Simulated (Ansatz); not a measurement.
# Lu3InN4: complex band structure

Wanted: the relaxed cell of Lu3InN4, its band edges and its decay constants. It is built by putting Lu for Al, In for Ga in the Al3GaN4 structure of space group P-43m, with the volume rescaled by atomic radii. The parent structure comes from the Materials Project.

Method: PBEsol DFT, plane waves, PAW files, in the first sound run; inputs show where later runs differ, in Ansatz 0.2.0.

The structure was built from a prototype and need not be the compound's stable phase.

### Step 1. Set-up

Symmetry: P-43m, No. 215, cubic system. Conventional cell: a = 5.204 Å, b = 5.204 Å, c = 5.204 Å, α = 90.00°, β = 90.00°, γ = 90.00°. Nearest to Lu lie 4 N at 2.24 Å. In has 4 N at 2.31 Å nearest. Nearest to N lie 3 Lu at 2.24 Å and 1 In at 2.31 Å. It derives from Al3GaN4. Lu for Al, In for Ga in the Al3GaN4 structure of space group P-43m. Farther neighbours and most contacts between anions are not listed.

As a file:

```xyz
8
Lattice="5.2042 0.0000 0.0000 0.0000 5.2042 0.0000 0.0000 0.0000 5.2042" Properties=species:S:1:pos:R:3 pbc="T T T"
Lu    2.6021    2.6021    0.0000
Lu    2.6021    0.0000    2.6021
Lu    0.0000    2.6021    2.6021
In    0.0000    0.0000    0.0000
N     3.8728    3.8728    1.3314
N     3.8728    1.3314    3.8728
N     1.3314    3.8728    3.8728
N     1.3314    1.3314    1.3314
```

### Step 2. Relaxing the new crystal

The substituted atoms don't fit the parent's cell, so cell and atoms relax together. A small smearing keeps the run stable in case the gap closes on the way.

input.yaml

```yaml
crystal:
  lattice:
    - [5.2042384595, 0.0, 0.0]
    - [0.0, 5.2042384595, 0.0]
    - [0.0, 0.0, 5.2042384595]
  atoms:
    - { symbol: Lu, position: [0.5, 0.5, 0.0] }
    - { symbol: Lu, position: [0.5, 0.0, 0.5] }
    - { symbol: Lu, position: [0.0, 0.5, 0.5] }
    - { symbol: In, position: [0.0, 0.0, 0.0] }
    - { symbol: "N", position: [0.74416343, 0.74416343, 0.25583657] }
    - { symbol: "N", position: [0.74416343, 0.25583657, 0.74416343] }
    - { symbol: "N", position: [0.25583657, 0.74416343, 0.74416343] }
    - { symbol: "N", position: [0.25583657, 0.25583657, 0.25583657] }
kpoints:
  mp_grid: { grid: [4, 4, 4] }
scf:
  occupations: { method: gaussian, width: 0.03 }
hamiltonian:
  xc: pbesol
output:
  forces: true
  stress: true
relax:
  f_tol: 0.02
  max_steps: 60
  cell: {}
```

Command:

```console
ansatz run input.yaml --threads 2 --pin off --max-ram 4096MiB --backend cpu --events-out ev --progress --plain --runs-dir out
```

Numbers of over 12 decimals in the logs are rounded to 6 here.

What it wrote:

```text
Engine: ansatz 0.2.0, aarch64-unknown-linux-gnu
Pseudopotentials: kind: paw
Pseudopotential: Lu, paw, valence charge 25, recommended cutoff 420 eV (normal), Lu.paw.azcp
Pseudopotential: In, paw, valence charge 13, recommended cutoff 420 eV (normal), In.paw.azcp
Pseudopotential: N, paw, valence charge 5, recommended cutoff 420 eV (normal), N.paw.azcp
Functional definition: PBEsol
  exchange = pbesol_x
  correlation = pbesol_c
Crystal: 8 atoms, lattice volume = 140.952 Å³
Basis set: ecut = 420 eV, 2777 PW (Γ), exchange–correlation on 72×72×72 points (8 copies of the dense FFT grid, shifted against one another)
Bands: 65, of which v1, the nominal top of the filled ones, is band 54 counted from 1 (53 counted from 0)
Symmetry: 24 space group operations
Space group: P-43m (ITA 215), of the structure as read, at distance tolerance 5.2e-5 Å
k-points: 10 of 64 (time reversal used)
Non-local potential: Lu, projectors of the file, l = 0: 3, l = 1: 2, l = 2: 2, l = 3: 3
Non-local potential: In, projectors of the file, l = 0: 2, l = 1: 2, l = 2: 2, l = 3: 2
Non-local potential: N, projectors of the file, l = 0: 2, l = 1: 2, l = 2: 1
PAW form: soft (Blöchl's): semilocal exchange-correlation on the pseudo side does not see the compensation charge
PAW frozen core: Lu, regenerated for the run's functional, and the local potential with it (the file was generated under x = pbe(κ = 0.804, μ = 0.219515), c = pbe(β = 0.066725))
PAW frozen core: In, regenerated for the run's functional, and the local potential with it (the file was generated under x = pbe(κ = 0.804, μ = 0.219515), c = pbe(β = 0.066725))
PAW frozen core: N, regenerated for the run's functional, and the local potential with it (the file was generated under x = pbe(κ = 0.804, μ = 0.219515), c = pbe(β = 0.066725))
PAW one-centre angular grid: Lu, 590 points (default); XC on 64 Gauss nodes
PAW one-centre angular grid: In, 590 points (default); XC on 64 Gauss nodes
PAW one-centre angular grid: N, 110 points (default); XC on 64 Gauss nodes
Initial density: superposition of atomic densities (neutral atoms: chi_scale 0, normalization atom), corrected by the library's trained network
Initial wavefunctions: pseudopotential atomic-orbital guess
Functional: x = pbesol(κ = 0.804, μ = 0.123457), c = pbesol(β = 0.046)
SCF iter   1: F=—  HF=-50882.962173 eV  |F-HF|=—  |Δ(HF+E_count)|=         —  Δρ=1.33e-2  dr2=3.04e-1  ethr=1.77e-3  ⟨swp⟩=7.6  Hψ=2866  notcnv=0  defer=6
preconditioner: auto → Resta (q_TF=auto, 2.610 Å⁻¹)  ε∞=7.0  [insulator: Δε(μ)=0.812 eV  Ē_g=12.855 eV  σ=0.030 eV  W_gap=1.00  n_scr=32 (ndim 8)  ℏωp=31.6 eV  f_vac=0.036  D(μ)=0.00/eV (n_scr^D=0)  ε∞_Penn≈7.0]
SCF iter   2: F=—  HF=-50882.888296 eV  |F-HF|=—  |Δ(HF+E_count)|=   7.39e-2  Δρ=2.29e-3  dr2=6.73e-3  ethr=2.81e-4  ⟨swp⟩=3.6  Hψ=1402  notcnv=0  defer=63
SCF iter   3: F=—  HF=-50882.887707 eV  |F-HF|=—  |Δ(HF+E_count)|=   5.89e-4  Δρ=1.30e-3  dr2=3.07e-3  ethr=6.23e-6  ⟨swp⟩=2.3  Hψ=1083  notcnv=0  defer=65
SCF iter   4: F=—  HF=-50882.888198 eV  |F-HF|=—  |Δ(HF+E_count)|=   4.92e-4  Δρ=9.60e-4  dr2=1.24e-3  ethr=2.85e-6  ⟨swp⟩=2.4  Hψ=1151  notcnv=0  defer=65
SCF iter   5: F=—  HF=-50882.887301 eV  |F-HF|=—  |Δ(HF+E_count)|=   8.98e-4  Δρ=2.92e-4  dr2=2.07e-4  ethr=1.15e-6  ⟨swp⟩=2.3  Hψ=1257  notcnv=0  defer=65
SCF iter   6: F=—  HF=-50882.887300 eV  |F-HF|=—  |Δ(HF+E_count)|=   4.27e-7  Δρ=9.67e-5  dr2=1.64e-5  ethr=1.92e-7  ⟨swp⟩=2.0  Hψ=1037  notcnv=0  defer=65
SCF iter   7: F=—  HF=-50882.887334 eV  |F-HF|=—  |Δ(HF+E_count)|=   3.36e-5  Δρ=2.00e-5  dr2=6.18e-7  ethr=1.52e-8  ⟨swp⟩=2.1  Hψ=981  notcnv=0  defer=65
SCF iter   8: F=-50882.887334 eV  HF=-50882.887334 eV  |F-HF|=1.15e-8  |Δ(HF+E_count)|=   2.89e-7  Δρ=5.71e-6  dr2=4.93e-8  ethr=9.26e-11  ⟨swp⟩=6.8  Hψ=3640  notcnv=0
SCF 1 converged in 8 iterations: F = -50882.887334 eV  dr2 = 4.93e-8
  greatest PAW one-centre occupation: 0.998 electrons in one spin orbital (limit 2), on the Lu atom at site 0 (counted from 0), in its partial waves of l = 0
relax step   1: F+E_penalty+E_count = -50882.88733403 eV  Δ(F+E_penalty+E_count) = +0.000e0 eV  max|allowed force component| = 2.071e-1 eV/Å  Δτ_max = 0.0000 Å  P = -9.387 GPa  Ω = 140.952 Å³  (8 SCF iters, dr2 threshold 1.00e-7 eV, accepted)
Crystal: 8 atoms, lattice volume = 124.981 Å³
Basis set: ecut = 420 eV, 2469 PW (Γ), exchange–correlation on 72×72×72 points (8 copies of the dense FFT grid, shifted against one another)
Initial density: handed on by an earlier stage of this run
Initial wavefunctions: those handed on with the density
iter 1 solved again at ethr=4.89e-4 eV; its pass at ethr=3.10e-3 eV (dr2=5.28e-1 eV) is discarded
SCF iter   1: F=—  HF=-50883.424530 eV  |F-HF|=—  |Δ(HF+E_count)|=         —  Δρ=1.86e-2  dr2=5.31e-1  ethr=4.89e-4  ⟨swp⟩=2.1  Hψ=4487  notcnv=0
preconditioner: auto → Resta (q_TF=auto, 2.663 Å⁻¹)  ε∞=7.5  [insulator: Δε(μ)=1.593 eV  Ē_g=13.127 eV  σ=0.030 eV  W_gap=1.00  n_scr=32 (ndim 8)  ℏωp=33.5 eV  f_vac=0.001  D(μ)=0.00/eV (n_scr^D=0)  ε∞_Penn≈7.5]
SCF iter   2: F=—  HF=-50883.301990 eV  |F-HF|=—  |Δ(HF+E_count)|=   1.23e-1  Δρ=5.76e-3  dr2=7.27e-2  ethr=4.89e-4  ⟨swp⟩=4.0  Hψ=1312  notcnv=0
SCF iter   3: F=—  HF=-50883.287581 eV  |F-HF|=—  |Δ(HF+E_count)|=   1.44e-2  Δρ=3.46e-3  dr2=2.26e-2  ethr=6.73e-5  ⟨swp⟩=3.8  Hψ=1142  notcnv=0  defer=61
SCF iter   4: F=—  HF=-50883.285319 eV  |F-HF|=—  |Δ(HF+E_count)|=   2.26e-3  Δρ=2.01e-3  dr2=6.33e-3  ethr=2.09e-5  ⟨swp⟩=3.6  Hψ=1534  notcnv=0  defer=61
SCF iter   5: F=—  HF=-50883.280535 eV  |F-HF|=—  |Δ(HF+E_count)|=   4.78e-3  Δρ=7.35e-4  dr2=5.94e-4  ethr=5.86e-6  ⟨swp⟩=3.1  Hψ=1709  notcnv=0  defer=61
SCF iter   6: F=—  HF=-50883.280915 eV  |F-HF|=—  |Δ(HF+E_count)|=   3.80e-4  Δρ=2.08e-4  dr2=7.39e-5  ethr=5.50e-7  ⟨swp⟩=2.1  Hψ=1293  notcnv=0  defer=61
SCF iter   7: F=—  HF=-50883.280859 eV  |F-HF|=—  |Δ(HF+E_count)|=   5.59e-5  Δρ=5.52e-5  dr2=2.99e-6  ethr=6.84e-8  ⟨swp⟩=3.1  Hψ=1367  notcnv=0  defer=61
SCF iter   8: F=—  HF=-50883.280862 eV  |F-HF|=—  |Δ(HF+E_count)|=   3.44e-6  Δρ=4.27e-5  dr2=1.81e-6  ethr=7.41e-10  ⟨swp⟩=7.0  Hψ=3755  notcnv=0
SCF iter   9: F=-50883.280861 eV  HF=-50883.280862 eV  |F-HF|=5.26e-7  |Δ(HF+E_count)|=   9.48e-8  Δρ=1.83e-5  dr2=3.11e-7  ethr=7.41e-10  ⟨swp⟩=4.7  Hψ=3441  notcnv=0
SCF 2 converged in 9 iterations: F = -50883.280861 eV  dr2 = 3.11e-7
  greatest PAW one-centre occupation: 0.998 electrons in one spin orbital (limit 2), on the Lu atom at site 2 (counted from 0), in its partial waves of l = 0
relax step   2: F+E_penalty+E_count = -50883.28086142 eV  Δ(F+E_penalty+E_count) = -3.935e-1 eV  max|allowed force component| = 2.094e-2 eV/Å  Δτ_max = 0.0495 Å  P = +4.430 GPa  Ω = 124.981 Å³  energy of the carried Pulay correction = +3.537e-2 eV  (9 SCF iters, dr2 threshold 8.00e-7 eV, accepted)
Crystal: 8 atoms, lattice volume = 129.616 Å³
Basis set: ecut = 420 eV, 2517 PW (Γ), exchange–correlation on 72×72×72 points (8 copies of the dense FFT grid, shifted against one another)
iter 1 solved again at ethr=5.45e-5 eV; its pass at ethr=3.10e-3 eV (dr2=5.89e-2 eV) is discarded
SCF iter   1: F=—  HF=-50883.339142 eV  |F-HF|=—  |Δ(HF+E_count)|=         —  Δρ=5.92e-3  dr2=5.97e-2  ethr=5.45e-5  ⟨swp⟩=2.8  Hψ=3826  notcnv=0
preconditioner: auto → Resta (q_TF=auto, 2.647 Å⁻¹)  ε∞=7.3  [insulator: Δε(μ)=1.160 eV  Ē_g=13.073 eV  σ=0.030 eV  W_gap=1.00  n_scr=32 (ndim 8)  ℏωp=32.9 eV  f_vac=0.023  D(μ)=0.00/eV (n_scr^D=0)  ε∞_Penn≈7.3]
SCF iter   2: F=—  HF=-50883.325782 eV  |F-HF|=—  |Δ(HF+E_count)|=   1.34e-2  Δρ=1.74e-3  dr2=8.23e-3  ethr=5.45e-5  ⟨swp⟩=4.0  Hψ=1301  notcnv=0
SCF iter   3: F=—  HF=-50883.324196 eV  |F-HF|=—  |Δ(HF+E_count)|=   1.59e-3  Δρ=1.09e-3  dr2=2.65e-3  ethr=7.62e-6  ⟨swp⟩=3.0  Hψ=1030  notcnv=0
SCF iter   4: F=—  HF=-50883.323814 eV  |F-HF|=—  |Δ(HF+E_count)|=   3.82e-4  Δρ=5.91e-4  dr2=6.82e-4  ethr=2.45e-6  ⟨swp⟩=2.9  Hψ=1506  notcnv=0
SCF iter   5: F=—  HF=-50883.323414 eV  |F-HF|=—  |Δ(HF+E_count)|=   4.00e-4  Δρ=2.27e-4  dr2=6.41e-5  ethr=6.31e-7  ⟨swp⟩=3.6  Hψ=1688  notcnv=0  defer=3
SCF iter   6: F=—  HF=-50883.323577 eV  |F-HF|=—  |Δ(HF+E_count)|=   1.63e-4  Δρ=7.22e-5  dr2=9.48e-6  ethr=5.93e-8  ⟨swp⟩=2.1  Hψ=1226  notcnv=0  defer=3
SCF iter   7: F=-50883.323571 eV  HF=-50883.323571 eV  |F-HF|=9.08e-8  |Δ(HF+E_count)|=   5.70e-6  Δρ=1.52e-5  dr2=2.63e-7  ethr=7.41e-10  ⟨swp⟩=5.4  Hψ=4316  notcnv=0
SCF 3 converged in 7 iterations: F = -50883.323571 eV  dr2 = 2.63e-7
relax step   3: F+E_penalty+E_count = -50883.32357132 eV  Δ(F+E_penalty+E_count) = -4.271e-2 eV  max|allowed force component| = 2.227e-2 eV/Å  Δτ_max = 0.0087 Å  P = -0.578 GPa  Ω = 129.616 Å³  energy of the carried Pulay correction = +2.468e-2 eV  (7 SCF iters, dr2 threshold 8.00e-7 eV, accepted)
[...]
relax step   4: F+E_penalty+E_count = -50883.32617185 eV  Δ(F+E_penalty+E_count) = -2.601e-3 eV  max|allowed force component| = 6.849e-4 eV/Å  Δτ_max = 0.0030 Å  P = -0.030 GPa  Ω = 129.049 Å³  energy of the carried Pulay correction = +2.596e-2 eV  (5 SCF iters, dr2 threshold 8.00e-7 eV, accepted)
[...]
relax step   5: F+E_penalty+E_count = -50883.30763472 eV  Δ(F+E_penalty+E_count) = +1.854e-2 eV  max|allowed force component| = 9.145e-4 eV/Å  Δτ_max = 0.0000 Å  P = -0.235 GPa  Ω = 129.049 Å³  stress off target by 2.35e-1 GPa  SCF on the basis re-selected at this cell (its energy is not comparable with the rows above)  (9 SCF iters)
[...]
relax step   6: F+E_penalty+E_count = -50883.30835586 eV  Δ(F+E_penalty+E_count) = -7.211e-4 eV  max|allowed force component| = 1.616e-4 eV/Å  Δτ_max = 0.0003 Å  P = +0.002 GPa  Ω = 128.816 Å³  energy of the carried Pulay correction = +5.510e-4 eV  (6 SCF iters, dr2 threshold 1.38e-7 eV, accepted)
iter 1 solved again at ethr=1.12e-7 eV; its pass at ethr=3.10e-3 eV (dr2=1.21e-4 eV) is discarded
SCF iter   1: F=—  HF=-50883.307855 eV  |F-HF|=—  |Δ(HF+E_count)|=         —  Δρ=6.97e-6  dr2=1.70e-8  ethr=1.12e-7  ⟨swp⟩=5.5  Hψ=6247  notcnv=0
eigensolver tolerance schedule: the retry pair's looser diagonalisation over-reported the residual by 7119.78 of it (diagonalisation noise at 0.35 of the residual, at the tolerance the schedule requests for it); recorded, not acted on — ethr = c·dr2/N_el stays at c = 1.0e-1
preconditioner: auto → Resta (q_TF=auto, 2.649 Å⁻¹)  ε∞=7.4  [insulator: Δε(μ)=1.257 eV  Ē_g=13.075 eV  σ=0.030 eV  W_gap=1.00  n_scr=32 (ndim 8)  ℏωp=33.0 eV  f_vac=0.014  D(μ)=0.00/eV (n_scr^D=0)  ε∞_Penn≈7.4]
SCF iter   2: F=—  HF=-50883.308002 eV  |F-HF|=—  |Δ(HF+E_count)|=   1.47e-4  Δρ=4.91e-6  dr2=1.80e-8  ethr=1.57e-11  ⟨swp⟩=4.8  Hψ=2392  notcnv=0
SCF iter   3: F=—  HF=-50883.308002 eV  |F-HF|=—  |Δ(HF+E_count)|=   5.59e-9  Δρ=3.00e-6  dr2=5.03e-9  ethr=1.57e-11  ⟨swp⟩=3.1  Hψ=1321  notcnv=0
SCF iter   4: F=—  HF=-50883.308002 eV  |F-HF|=—  |Δ(HF+E_count)|=   4.06e-9  Δρ=1.10e-6  dr2=1.24e-9  ethr=4.66e-12  ⟨swp⟩=2.0  Hψ=1179  notcnv=0
SCF iter   5: F=—  HF=-50883.308002 eV  |F-HF|=—  |Δ(HF+E_count)|=  2.76e-10  Δρ=3.45e-7  dr2=2.11e-10  ethr=1.15e-12  ⟨swp⟩=2.2  Hψ=1175  notcnv=0
SCF iter   6: F=-50883.308002 eV  HF=-50883.308002 eV  |F-HF|=7.28e-12  |Δ(HF+E_count)|=  5.09e-11  Δρ=1.66e-7  dr2=3.46e-11  ethr=1.00e-12  ⟨swp⟩=6.4  Hψ=3442  notcnv=0
SCF 7 converged in 6 iterations: F = -50883.308002 eV  dr2 = 3.46e-11
relax step   7: F+E_penalty+E_count = -50883.30800202 eV  Δ(F+E_penalty+E_count) = +3.538e-4 eV  max|allowed force component| = 1.597e-4 eV/Å  Δτ_max = 0.0000 Å  P = -0.001 GPa  Ω = 128.816 Å³  stress off target by 1.35e-3 GPa  SCF on the basis re-selected at this cell (its energy is not comparable with the rows above)  (6 SCF iters)
basis re-selected at this cell: Δ(F+E_penalty+E_count) = +3.538e-4 eV, ΔP = -0.003 GPa vs the last step (what re-selecting the basis moved, of the pressure what is left beyond the Pulay correction that the steps carried, after the strain that the cell walked since its last selection, with what the two solves' SCF thresholds leave and, on support functions, any second-order correction that the steps lacked; it is no m [...]
SCF converged after 6 iterations
Free energy (F): -50883.308002 eV
Harris-Foulkes:  -50883.308002 eV  (|F-HF|=7.28e-12)
Internal energy: -50883.308002 eV  (E = F + TS)
E sigma→0 (E₀):  -50883.308002 eV
Fermi energy:    12.002934 eV
--- Per-component energies (eV) ---
  E_band       = 116.088379
  E_kinetic    = 2034.623932
  E_local      = -22531.920535  (includes V_loc(G=0)·N_el)
  E_nonlocal   = 2295.286339
  E_hartree    = 9420.014551
  E_xc         = -1106.154076
  E_vxc        = -1183.470280  (∫ρ·V_xc dr)
  E_paw        = -26342.771044  (= ΣΔE_a)
  E_vpaw       = 661.539980  (= ΣTr[D̂ρ^β])
  E_aug_tail   = 0.000494  (compensation charges beyond the density's cutoff)
  E_ewald      = -14656.312463
  E_core_change = 3.924801  (= ΣΔE_core)
  E_smearing   = -0.000000  (= −TS)
  E_closure    = -0.000000  (closes the sum)
  Σ components = -50883.308002   (vs F -50883.308002, Δ=0.00e0)
--- Forces (eV/Å), atoms counted from 1 ---
  atom   1  Lu    -0.00000000    -0.00000000    -0.00000000
  atom   2  Lu     0.00000000     0.00000000    -0.00000000
  atom   3  Lu    -0.00000000    -0.00000000    -0.00000000
  atom   4  In    -0.00000000    -0.00000000    -0.00000000
  atom   5  N     -0.00015968    -0.00015968     0.00015968
  atom   6  N     -0.00015968     0.00015968    -0.00015968
  atom   7  N      0.00015968    -0.00015968    -0.00015968
  atom   8  N      0.00015968     0.00015968     0.00015968
  max |Σ_I F_I| component: 5.66e-17 eV/Å
--- Stress (GPa, compression-positive) ---
       -0.001346       0.000000      -0.000000
        0.000000      -0.001346       0.000000
       -0.000000       0.000000      -0.001346
  P = ⅓ Tr σ = -0.0013 GPa (-0.013 kbar)
--- Relaxed structure (5 steps of the walk, 5 accepted, 2 SCFs on fresh bases) ---
  F+E_penalty+E_count = -50883.30800202 eV   max|allowed force component| = 1.597e-4 eV/Å   (the final SCF, on the basis selected at the relaxed cell)
  cell:  # Å, volume = 128.8164 Å³
    - [5.050376, 0, 0]
    - [0, 5.050376, 0]
    - [0, 0, 5.050376]
  atoms:
    - { symbol: Lu, position: [0.5, 0.5, 1.0481633812071316e-19] }
    - { symbol: Lu, position: [0.5, -2.2460643883009906e-19, 0.5] }
    - { symbol: Lu, position: [0, 0.5, 0.5] }
    - { symbol: In, position: [0, -2.2460643883009906e-19, 1.0481633812071275e-19] }
    - { symbol: N, position: [0.749061, 0.749061, 0.250939] }
    - { symbol: N, position: [0.749061, 0.250939, 0.749061] }
    - { symbol: N, position: [0.250939, 0.749061, 0.749061] }
    - { symbol: N, position: [0.250939, 0.250939, 0.250939] }
```

Wall time 35 s (2 threads of Arm Neoverse V2, shared host); peak memory 0.44 GiB.

Relaxation path:

| step | energy less that of the first step (eV) | largest force component (eV/Å) | pressure (GPa) | volume (Å³) |
| --- | --- | --- | --- | --- |
| 1 | 0.0000 | 0.2071 | -9.39 | 140.95 |
| 2 | -0.3935 | 0.0209 | 4.43 | 124.98 |
| 3 | -0.4362 | 0.0223 | -0.58 | 129.62 |
| 4 | -0.4388 | 0.0007 | -0.03 | 129.05 |
| 5* | -0.4203 | 0.0009 | -0.23 | 129.05 |
| 6 | -0.4210 | 0.0002 | 0.00 | 128.82 |
| 7* | -0.4207 | 0.0002 | 0.00 | 128.82 |

Relaxation steps marked * repeat the geometry before them on a plane-wave basis chosen anew for their cell, so energy and pressure can jump there.

Forces are held to the 24 operations that the run works with; a distortion that breaks them can't arise in this run.

| conventional cell, symmetrised | before | after | change |
| --- | --- | --- | --- |
| a (Å) | 5.204 | 5.050 | -3.0 % |
| b (Å) | 5.204 | 5.050 | -3.0 % |
| c (Å) | 5.204 | 5.050 | -3.0 % |
| volume (Å³/atom) | 17.62 | 16.10 | -8.6 % |

The atoms that moved most (Å, as changes of fractional coordinates times the final cell):

| atom | dx | dy | dz | length |
| --- | --- | --- | --- | --- |
| N7 | -0.025 | 0.025 | 0.025 | 0.043 |
| N8 | -0.025 | -0.025 | -0.025 | 0.043 |
| N5 | 0.025 | 0.025 | -0.025 | 0.043 |
| N6 | 0.025 | -0.025 | 0.025 | 0.043 |

Final coordinates:

```
Lu In N
1.0
     5.05038    0.00000    0.00000
     0.00000    5.05038    0.00000
     0.00000    0.00000    5.05038
Lu In N
3 1 4
Direct
  0.50000 0.50000 0.00000
  0.50000 0.00000 0.50000
  0.00000 0.50000 0.50000
  0.00000 0.00000 0.00000
  0.74906 0.74906 0.25094
  0.74906 0.25094 0.74906
  0.25094 0.74906 0.74906
  0.25094 0.25094 0.25094
```

This step gave:

```yaml
free_energy: -50883.3080 eV
fermi_energy: 12.00 eV
pressure: -0.001346 GPa
```

The largest force component on a free atom ends at 1.6e-4 eV/Å.

(Continued in part 2 of 3.)

[Logs are printed without paths, hosts, clocks, repeated set-up lines and the standing remarks that a program may print on its own settings, such as how far it seeks lower states.]

[Hosts, paths, dates, database ids (printed as entryN), source tags and the programs' standing remarks are cut or masked in the printed files.]
